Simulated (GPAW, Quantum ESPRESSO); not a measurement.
# Core-hole calculation of the Al K edge in Al2Ru (I4/mmm)

Do two independent programs agree on the Al K edge of Al2Ru (I4/mmm)? The same cell and functional are run with XSpectra and with GPAW.

Program: Quantum ESPRESSO 7.5. Level of theory: core-hole supercells, plane-wave PAW LDA (first program; GPAW 26.7.0 follows as the second). Results are calculated unless marked as measured.

## (1) Set-up

Symmetry: I4/mmm, No. 139, tetragonal system. Conventional cell: a = 3.121 Å, b = 3.121 Å, c = 8.444 Å, α = 90.00°, β = 90.00°, γ = 90.00°. Nearest to Ru lie 10 Al at 2.58 to 2.88 Å. Nearest to Al lie 5 Ru at 2.58 to 2.88 Å and 5 Al at 2.69 Å. Farther neighbours are not listed.

Coordinates:

```cif
data_structure
_symmetry_space_group_name_H-M 'I4/mmm'
_symmetry_Int_Tables_number 139
_cell_length_a 3.1208
_cell_length_b 3.1208
_cell_length_c 8.4436
_cell_angle_alpha 90.000
_cell_angle_beta 90.000
_cell_angle_gamma 90.000
_cell_volume 82.24
loop_
_atom_site_label
_atom_site_type_symbol
_atom_site_symmetry_multiplicity
_atom_site_Wyckoff_symbol
_atom_site_fract_x
_atom_site_fract_y
_atom_site_fract_z
_atom_site_occupancy
Ru1 Ru 2 a 0.00000 0.00000 0.00000 1
Al1 Al 4 e 0.00000 0.00000 0.34080 1
```

## (2) Ground state of the crystal (Quantum ESPRESSO)

The ground state comes first: it tells whether the system has a gap, which decides how the excited electron is treated.

Input file scf.in:

```
&control
   calculation='scf', prefix='x', pseudo_dir='../pp', outdir='tmp', tprnfor=.true.
/
&system
   ibrav=0, nat=3, ntyp=3, nbnd=15
   ecutwfc=52, ecutrho=400
   occupations='smearing', smearing='mv', degauss=0.015
/
&electrons
   conv_thr=3.0e-08, electron_maxstep=120
   mixing_beta=0.5
/
ATOMIC_SPECIES
Ru 1.0 Ru.lda-spn-kjpaw.UPF
Al3 1.0 Al.lda-nl-kjpaw.UPF
Al 1.0 Al.lda-nl-kjpaw.UPF
CELL_PARAMETERS angstrom
  -1.56042162 1.56042162 4.22180559
  1.56042162 -1.56042162 4.22180559
  1.56042162 1.56042162 -4.22180559
ATOMIC_POSITIONS crystal
Ru   0.00000000 0.00000000 0.00000000
Al3  0.34079781 0.34079781 0.00000000
Al   0.65920219 0.65920219 0.00000000
K_POINTS automatic
12 12 12 0 0 0
```

Input file Ru.lda-spn-kjpaw.ld1.in:

```
&input
   title='Ru', zed=44., rel=1, iswitch=3, dft='PZ',
   config='[Kr] 5s2 5p0 4d6'
/
&inputp
   file_pseudopw='Ru.lda-spn-kjpaw.UPF', author='',
   lpaw=.true.,
   pseudotype=3,
   lloc=-1,
   rcloc=1.3,
   which_augfun='PSQ',
   rmatch_augfun_nc=.true.,
   nlcc=.true.,
   new_core_ps=.true.,
   rcore=1.0,
   tm=.true.,
   lgipaw_reconstruction=.true., use_paw_as_gipaw=.true.
/
6
4S  1  0  2.00  0.00  1.00  1.30  0.0
5S  2  0  2.00  0.00  1.00  1.30  0.0
4P  2  1  6.00  0.00  0.90  1.40  0.0
5P  2  1  0.00 -2.50  0.90  1.40  0.0
4D  3  2  6.00  0.00  1.10  1.70  0.0
4D  3  2  0.00  0.50  1.10  1.70  0.0
```

Input file Al.lda-nl-kjpaw.ld1.in:

```
&input
   title='Al', zed=13., rel=1, iswitch=3, dft='PZ',
   config='[Ne] 3s2 3p1 3d-1'
/
&inputp
   file_pseudopw='Al.lda-nl-kjpaw.UPF', author='',
   lpaw=.true.,
   pseudotype=3,
   lloc=2,
   which_augfun='PSQ',
   rmatch_augfun_nc=.true.,
   nlcc=.true.,
   new_core_ps=.true.,
   rcore=1.8,
   tm=.true.,
   lgipaw_reconstruction=.true., use_paw_as_gipaw=.true.
/
5
3S  1  0  2.00  0.00  1.50  1.90  0.0
3S  1  0  0.00  6.00  1.50  1.90  0.0
3P  2  1  1.00  0.00  1.50  1.90  0.0
3P  2  1  0.00  3.50  1.50  1.90  0.0
3D  3  2  0.00  1.00  1.90  1.90  0.0
```

Started as:

```
$ OMP_NUM_THREADS=1 mpirun --oversubscribe --bind-to none -np 4 pw.x -nk 4 -in scf.in > scf.out
```

Output:

```text
     [... banner and references ...]
using ibrav=0 with symmetry is DISCOURAGED, use correct ibrav instead

     G-vector sticks info
     --------------------

     Using Slab Decomposition

     bravais-lattice index     =            0
     lattice parameter (alat)  =       9.0022  a.u.
     unit-cell volume          =     277.4845 (a.u.)^3
     number of atoms/cell      =            3
     number of atomic types    =            3
     number of electrons       =        22.00
     number of Kohn-Sham states=           15
     kinetic-energy cutoff     =      52.0000  Ry
     charge density cutoff     =     400.0000  Ry
     scf convergence threshold =      3.0E-08
     mixing beta               =       0.5000
     number of iterations used =            8  plain     mixing
     Exchange-correlation= SLA  PZ   NOGX NOGC
                           (   1   1   0   0   0   0   0)

     celldm(1)=   9.002214  celldm(2)=   0.000000  celldm(3)=   0.000000
     celldm(4)=   0.000000  celldm(5)=   0.000000  celldm(6)=   0.000000

     crystal axes: (cart. coord. in units of alat)
               a(1) = (  -0.327560   0.327560   0.886233 )
               a(2) = (   0.327560  -0.327560   0.886233 )
               a(3) = (   0.327560   0.327560  -0.886233 )

     reciprocal axes: (cart. coord. in units 2 pi/alat)
               b(1) = ( -0.000000  1.526436  0.564186 )
               b(2) = (  1.526436 -0.000000  0.564186 )
               b(3) = (  1.526436  1.526436  0.000000 )

     PseudoPot. #1 for Ru:     Pseudo is Projector augmented-wave + core cor, Zval = 16.0

     PseudoPot. #2 for Al:     Pseudo is Projector augmented-wave + core cor, Zval =  3.0

     PseudoPot. #3 for Al:     Pseudo is Projector augmented-wave + core cor, Zval =  3.0

     atomic species   valence    mass     pseudopotential
     Ru               16.00     1.00000     Ru( 1.00)
     Al3               3.00     1.00000     Al( 1.00)
     Al                3.00     1.00000     Al( 1.00)

      8 Sym. Ops. (no inversion) found

   Cartesian axes

     site n.     atom                  positions (alat units)
         1        Ru     tau(   1) = (   0.0000000   0.0000000   0.0000000  )
         2        Al3    tau(   2) = (  -0.0000000  -0.0000000   0.6040523  )
         3        Al     tau(   3) = (  -0.0000000  -0.0000000   1.1684130  )

     number of k points=   163  Marzari-Vanderbilt smearing, width (Ry)=  0.0150

     Number of k-points >= 100: set verbosity='high' to print them.

     Dense  grid:    37443 G-vectors     FFT dimensions: (  60,  60,  60)

     Smooth grid:    14033 G-vectors     FFT dimensions: (  45,  45,  45)

     Initial potential from superposition of free atoms

     starting charge      21.9954, renormalised to      22.0000
     Starting wfcs are   18 randomized atomic wfcs
     Checking if some PAW data can be deallocated...

     per-process dynamical memory:    57.1 Mb

     Self-consistent Calculation

     iteration #  1     ecut=    52.00 Ry     beta= 0.50
     Davidson diagonalization with overlap
     ethr =  1.00E-02,  avg # of iterations =  3.7

     total energy              =    -497.97620557 Ry
     estimated scf accuracy    <       0.22759931 Ry

     iteration #  2     ecut=    52.00 Ry     beta= 0.50
     Davidson diagonalization with overlap
     ethr =  1.03E-03,  avg # of iterations =  2.7

     total energy              =    -498.00637691 Ry
     estimated scf accuracy    <       0.58971881 Ry

     iteration #  3     ecut=    52.00 Ry     beta= 0.50
     Davidson diagonalization with overlap
     ethr =  1.03E-03,  avg # of iterations =  2.1

     total energy              =    -498.08147606 Ry
     estimated scf accuracy    <       0.00680213 Ry

     iteration #  4     ecut=    52.00 Ry     beta= 0.50
     Davidson diagonalization with overlap
     ethr =  3.09E-05,  avg # of iterations =  4.6

     total energy              =    -498.08244412 Ry
     estimated scf accuracy    <       0.00386636 Ry

     iteration #  5     ecut=    52.00 Ry     beta= 0.50
     Davidson diagonalization with overlap
     ethr =  1.76E-05,  avg # of iterations =  2.2

     total energy              =    -498.08326427 Ry
     estimated scf accuracy    <       0.00029867 Ry

     iteration #  6     ecut=    52.00 Ry     beta= 0.50
     Davidson diagonalization with overlap
     ethr =  1.36E-06,  avg # of iterations =  3.4

     total energy              =    -498.08330164 Ry
     estimated scf accuracy    <       0.00000455 Ry

     iteration #  7     ecut=    52.00 Ry     beta= 0.50
     Davidson diagonalization with overlap
     ethr =  2.07E-08,  avg # of iterations =  3.7

     total energy              =    -498.08330257 Ry
     estimated scf accuracy    <       0.00000985 Ry

     iteration #  8     ecut=    52.00 Ry     beta= 0.50
     Davidson diagonalization with overlap
     ethr =  2.07E-08,  avg # of iterations =  2.3

     total energy              =    -498.08330485 Ry
     estimated scf accuracy    <       0.00000094 Ry

     iteration #  9     ecut=    52.00 Ry     beta= 0.50
     Davidson diagonalization with overlap
     ethr =  4.28E-09,  avg # of iterations =  1.0

     total energy              =    -498.08330490 Ry
     estimated scf accuracy    <       0.00000010 Ry

     iteration # 10     ecut=    52.00 Ry     beta= 0.50
     Davidson diagonalization with overlap
     ethr =  4.65E-10,  avg # of iterations =  2.1

     End of self-consistent calculation

     Number of k-points >= 100: set verbosity='high' to print the bands.

     the Fermi energy is    13.8331 ev

!    total energy              =    -498.08330491 Ry
     total all-electron energy =    -10021.155094 Ry
     estimated scf accuracy    <          1.0E-09 Ry
     smearing contrib. (-TS)   =       0.00011436 Ry
     internal energy E=F+TS    =    -498.08341927 Ry

     The total energy is F=E-TS. E is the sum of the following terms:
     one-electron contribution =     -89.20331466 Ry
     hartree contribution      =      57.06680602 Ry
     xc contribution           =     -34.36267825 Ry
     ewald contribution        =    -137.69115537 Ry
     one-center paw contrib.   =    -293.89307701 Ry

     convergence has been achieved in  10 iterations

     Forces acting on atoms (cartesian axes, Ry/au):

     atom    1 type  1   force =    -0.00000000    0.00000000   -0.00000015
     atom    2 type  2   force =    -0.00000000   -0.00000000    0.00503110
     atom    3 type  3   force =    -0.00000000    0.00000000   -0.00503095

     Total force =     0.007115     Total SCF correction =     0.000012

     XML data file, charge density, pseudopotentials, collected wavefunctions

=------------------------------------------------------------------------------=
   JOB DONE.
=------------------------------------------------------------------------------=
```

It took 33 s on 4 MPI ranks of Arm Neoverse V2, shared host; peak memory 0.11 GiB.

Absorbing atoms carry a label of their own (element plus a letter or digit), as the spectrum program needs them as separate species.

The mesh shows no gap, so the system is treated as a metal and the core electron is put at the Fermi level (neutral cell).

## (3) Spectrum without a core hole,  (Quantum ESPRESSO)

This cheap baseline ignores the attraction of the hole: it shows the absorber's empty states as they are in the ground state.

Input file xspectra.in:

```
&input_xspectra
   calculation='xanes_dipole', edge='K'
   prefix='x', outdir='tmp', xiabs=2, xe0=13.8331
   xonly_plot=.false., x_save_file='xanes.sav'
   xniter=3000, xcheck_conv=20, xerror=0.005
   xcoordcrys=.false., xepsilon(1)=1, xepsilon(2)=0, xepsilon(3)=0
/
&plot
   xnepoint=413, xemin=-10, xemax=45, terminator=.true., cut_occ_states=.true.
   xgamma=0.4
/
&pseudos
   filecore='../Al.wfc'
/
&cut_occ
   cut_desmooth=0.1, cut_stepl=0.05, cut_stepu=0.05, cut_ierror=1e-5
/
13 13 13 0 0 0
```

Started as:

```
$ OMP_NUM_THREADS=1 mpirun --oversubscribe --bind-to none -np 4 xspectra.x -nk 4 -in xspectra.in > xspectra.out
```

Output:

```text
     [... banner and references ...]
Reading input_file

     calculation: xanes_dipole

     xepsilon  [cartesian coordinates]:   1.000000   0.000000   0.000000

     xonly_plot: FALSE
        => complete calculation: Lanczos + spectrum plot

     filecore (core-wavefunction file): ../Al.wfc

     main plot parameters:
        cut_occ_states: TRUE
        gamma_mode:  constant
        -> using xgamma [eV]:  0.40
        xemin [eV]: -10.00
        xemax [eV]:  45.00
        xnepoint:  413
        xe0 [eV]:  13.833100 (energy zero read in input file)

[...]
|   Increase kinetic-energy cutoff in your SCF calculation!
 okvan= T
        |   Norm of the initial Lanczos vector: 0.27865848E-01
[...]
!   => CONVERGED at iter    320 with error=  0.00478981
        |-------------------------------------------------------------
     [... 393 further k-points ...]
        ! k-point #   396:  ( 1.0568,  0.8219,  0.2604),  0.0009,   1
        |-------------------------------------------------------------
 okvan= T
        |   Norm of the initial Lanczos vector: 0.27864881E-01
[...]
|   Estimated error at iter    100:   0.14531079
        |   Estimated error at iter    120:   0.28879237
```

Run time: 7.2 min. Hardware: 4 MPI ranks; peak memory 0.05 GiB.

The run was cut off at its time limit.

The time allowed ran out, so this step gives no result.

## (4) Reference energy of the supercell (Quantum ESPRESSO)

The photon energy needs a difference of total energies, so the cell and mesh of the coming hole run are first run without a hole.

Input file scf.in:

```
&control
   calculation='scf', prefix='x', pseudo_dir='../pp', outdir='tmp', tprnfor=.true.
/
&system
   ibrav=0, nat=15, ntyp=2, nbnd=68
   ecutwfc=52, ecutrho=400
   occupations='smearing', smearing='mv', degauss=0.015
/
&electrons
   conv_thr=1.5e-07, electron_maxstep=120
   mixing_beta=0.5
/
ATOMIC_SPECIES
Ru 1.0 Ru.lda-spn-kjpaw.UPF
Al 1.0 Al.lda-nl-kjpaw.UPF
CELL_PARAMETERS angstrom
  1.56042162 4.68126486 -4.22180559
  4.68126486 -1.56042162 -4.22180559
  -1.56042162 -4.68126486 -4.22180559
ATOMIC_POSITIONS crystal
Ru   0.00000000 0.00000000 0.00000000
Ru   0.20000000 0.40000000 0.40000000
Ru   0.60000000 0.20000000 0.20000000
Ru   0.40000000 0.80000000 0.80000000
Ru   0.80000000 0.60000000 0.60000000
Al   0.65920219 0.00000000 0.65920219
Al   0.85920219 0.40000000 0.05920219
Al   0.25920219 0.20000000 0.85920219
Al   0.05920219 0.80000000 0.45920219
Al   0.45920219 0.60000000 0.25920219
Al   0.34079781 0.00000000 0.34079781
Al   0.54079781 0.40000000 0.74079781
Al   0.94079781 0.20000000 0.54079781
Al   0.74079781 0.80000000 0.14079781
Al   0.14079781 0.60000000 0.94079781
K_POINTS automatic
5 5 5 0 0 0
```

Started as:

```
$ OMP_NUM_THREADS=1 mpirun --oversubscribe --bind-to none -np 4 pw.x -nk 4 -in scf.in > scf.out
```

Output:

```text
     [... banner and references ...]
[banner, memory and clock lines left out]
Found identity + (  0.2000  0.4000  0.4000) symmetry
     This is a supercell, fractional translations are disabled
     using ibrav=0 with symmetry is DISCOURAGED, use correct ibrav instead

     G-vector sticks info

     bravais-lattice index     =            0
     lattice parameter (alat)  =      12.2720  a.u.
     unit-cell volume          =    1387.4225 (a.u.)^3
[...]
atom    1 type  1   force =    -0.00000000   -0.00000000    0.00000000
     atom    2 type  1   force =     0.00000740   -0.00000417   -0.00000000
     atom    3 type  1   force =     0.00000417    0.00000740    0.00000000
[...]
atom   14 type  2   force =     0.00000002    0.00000019   -0.00509968
     atom   15 type  2   force =     0.00000019   -0.00000002   -0.00509968

     Total force =     0.016126     Total SCF correction =     0.000075

     XML data file, charge density, pseudopotentials, collected wavefunctions
[key lines of the parts left out:]
!    total energy              =   -2490.41697237 Ry
the Fermi energy is    13.8176 ev
convergence has been achieved in  12 iterations
```

Run time: 98 s. Hardware: 4 MPI ranks; peak memory 0.39 GiB.

Reference energy: -681723.811 eV with the cores included.

## (5) The atom with a core hole (Quantum ESPRESSO)

The frozen core must hold the hole, so the absorber gets a data set of its own.

Input file Al.lda-nl-kjpaw-1sch.ld1.in:

```
&input
   title='Al', zed=13., rel=1, iswitch=3, dft='PZ',
   config='1s1 2s2 2p6 3s2 3p2 3d-1'
/
&inputp
   file_pseudopw='Al.lda-nl-kjpaw-1sch.UPF', author='',
   lpaw=.true.,
   pseudotype=3,
   lloc=2,
   which_augfun='PSQ',
   rmatch_augfun_nc=.true.,
   nlcc=.true.,
   new_core_ps=.true.,
   rcore=1.8,
   tm=.true.,
   zval=4,
   lgipaw_reconstruction=.true., use_paw_as_gipaw=.true.
/
5
3S  1  0  2.00  0.00  1.50  1.90  0.0
3S  1  0  0.00  6.00  1.50  1.90  0.0
3P  2  1  2.00  0.00  1.50  1.90  0.0
3P  2  1  0.00  3.50  1.50  1.90  0.0
3D  3  2  0.00  1.00  1.90  1.90  0.0
```

Started as:

```
$ ld1.x < Al.lda-nl-kjpaw-1sch.ld1.in > Al.lda-nl-kjpaw-1sch.ld1.out
```

Output:

```text
     [... banner and references ...]
PAW data will be used for GIPAW calculation
     --------------------------- All-electron run ----------------------------

     Al
     scalar relativistic calculation

     atomic number is 13.00
     dft =PZ   lsd =0 sic =0 latt =0  beta=0.20 tr2=1.0E-14
     Exchange-correlation= PZ
                           (   1   1   0   0   0   0   0)
     mesh =1135 r(mesh) = 100.48924 a.u. xmin = -7.00 dx = 0.01250
     1 Ry =  13.60569312 eV, c = 137.03599908

     n l     nl                  e(Ry)          e(Ha)          e(eV)
     1 0     1S 1( 1.00)      -120.0221       -60.0110     -1632.9833
     2 0     2S 1( 2.00)        -9.6753        -4.8377      -131.6398
     2 1     2P 1( 6.00)        -7.0820        -3.5410       -96.3550
[...]
final scf error:  7.7E-15 reached in  27 iterations

     Etot =    -368.483799 Ry,    -184.241899 Ha,   -5013.477488 eV

     Ekin =     368.369951 Ry,     184.184976 Ha,    5011.928511 eV
     Encl =    -901.648541 Ry,    -450.824271 Ha,  -12267.553359 eV
     Eh   =     193.683317 Ry,      96.841659 Ha,    2635.195779 eV
     Exc  =     -28.888526 Ry,     -14.444263 Ha,    -393.048418 eV

     normalization and overlap integrals

     s(1S/1S) =  1.000000  <r> =   0.1179  <r2> =    0.0187  r(max) =   0.0779
     s(1S/2S) = -0.000713
     s(1S/3S) = -0.000202
     s(2S/2S) =  1.000000  <r> =   0.5898  <r2> =    0.4157  r(max) =   0.4712
     s(2S/3S) = -0.000104
     s(2P/2P) =  1.000000  <r> =   0.5405  <r2> =    0.3685  r(max) =   0.3906
     s(2P/3P) = -0.000071
     s(3S/3S) =  1.000000  <r> =   2.2119  <r2> =    5.7116  r(max) =   1.8177
     s(3P/3P) =  1.000000  <r> =   2.7694  <r2> =    9.2335  r(max) =   2.1384

[...]
final scf error:  7.7E-15 reached in  27 iterations

     Etot =    -368.483799 Ry,    -184.241899 Ha,   -5013.477488 eV

     Ekin =     368.369951 Ry,     184.184976 Ha,    5011.928511 eV
     Encl =    -901.648541 Ry,    -450.824271 Ha,  -12267.553359 eV
     Eh   =     193.683317 Ry,      96.841659 Ha,    2635.195779 eV
     Exc  =     -28.888526 Ry,     -14.444263 Ha,    -393.048418 eV

     normalization and overlap integrals

     s(1S/1S) =  1.000000  <r> =   0.1179  <r2> =    0.0187  r(max) =   0.0779
     s(1S/2S) = -0.000713
     s(1S/3S) = -0.000202
     s(2S/2S) =  1.000000  <r> =   0.5898  <r2> =    0.4157  r(max) =   0.4712
     s(2S/3S) = -0.000104
     s(2P/2P) =  1.000000  <r> =   0.5405  <r2> =    0.3685  r(max) =   0.3906
     s(2P/3P) = -0.000071
     s(3S/3S) =  1.000000  <r> =   2.2119  <r2> =    5.7116  r(max) =   1.8177
     s(3P/3P) =  1.000000  <r> =   2.7694  <r2> =    9.2335  r(max) =   2.1384

     ------------------------ End of All-electron run ------------------------

     ---------------------- Testing the pseudopotential ----------------------

     Al
     scalar relativistic calculation

     atomic number is 13.00   valence charge is  4.00
     dft = SLA  PZ   NOGX NOGC   lsd =0 sic =0 latt =0  beta=0.20 tr2=1.0E-14
     mesh =1135 r(mesh) = 100.48924 xmin = -7.00 dx = 0.01250

     n l     nl             e AE (Ry)        e PS (Ry)    De AE-PS (Ry)
     1 0     3S   1( 2.00)       -0.76511       -0.76512        0.00000
     2 1     3P   1( 2.00)       -0.31467       -0.31467        0.00000

     eps = 9.0E-16  iter =  3

     Etot =    -368.483799 Ry,    -184.241899 Ha,   -5013.477488 eV
     Etotps =   -33.854001 Ry,     -16.927001 Ha,    -460.607151 eV

     Ekin =      10.385274 Ry,       5.192637 Ha,     141.298852 eV
     Encl =     -21.201173 Ry,     -10.600586 Ha,    -288.456650 eV
     Ehrt =       5.850422 Ry,       2.925211 Ha,      79.599050 eV
     Ecxc =     -28.888525 Ry,     -14.444262 Ha,    -393.048403 eV
     (Ecc =      -0.391653 Ry,      -0.195827 Ha,      -5.328711 eV)

     ---------------------- End of pseudopotential test ----------------------
```

Wall time 0.65 s (1 MPI rank); peak memory 0.12 GiB.

Removing the core electron and adding it to the valence shell costs the free atom 1565.2 eV.

[end of part 1 of 4]

[Banner, clock and machine lines of the logs are left out without a mark of their own.]

[Logs are printed without paths, hosts, clocks, repeated set-up lines and the standing remarks that a program may print on its own settings, such as how far it seeks lower states.]

[Hosts, paths, dates, database ids (printed as entryN), source tags and the programs' standing remarks are cut or masked in the printed files.]

[Lists of maxima count a maximum above −3 eV only where it reaches 4 % of the highest in the window and stands out from its surroundings by 2 % of it (1.5 % where it reaches 55 %); shoulders and weaker maxima are passed over, and of the rest the first, up to two pre-edge ones and the few strongest are named.]
